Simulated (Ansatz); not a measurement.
The compound is PmF3 (I4/mmm).

```xyz
4
Lattice="-1.8579 1.8579 3.2516 1.8579 -1.8579 3.2516 1.8579 1.8579 -3.2516" Properties=species:S:1:pos:R:3 pbc="T T T"
Pm    0.0000    0.0000    0.0000
F     0.0000    1.8579    1.6258
F     1.8579    0.0000    1.6258
F     0.0000    0.0000    3.2516
```

The cell and positions are those that the Materials Project relaxed with its own functionals (PBE, PBE+U or r2SCAN), kept fixed. Spin-orbit coupling is left out unless a run names it. PAW set soft_2, made with PBE.

A constrained-RPA run (Ansatz 0.2.0; non-magnetic LDA; Pm f, bands v2 to c5, 6×6×6 mesh, medium accuracy) builds 7 functions on bands 0.40 eV wide, with 4.0 electrons in the window. The bare on-site interaction is 27.3 eV and the bare J 0.74 eV.

What U and J survive the screening?

On the Pm f shell, U = 7.87 eV (29 % of the bare value), U′ = 6.60 eV, J = 0.60 eV.

The parent state is non-magnetic and the interaction static (zero frequency); U depends on the window and the orbitals, so it belongs to this model alone.

[Paths, hosts, dates, memory and timing lines, banners, echoed tables and standing remarks are left out of the program output.]

[Logs are printed without paths, hosts, clocks, repeated set-up lines and the standing remarks that a program may print on its own settings, such as how far it seeks lower states.]

[Runs of the session that timed out or met a known fault of the program may be left out.]

[Hosts, paths, dates, database ids (printed as entryN), source tags and the programs' standing remarks are cut or masked in the printed files.]
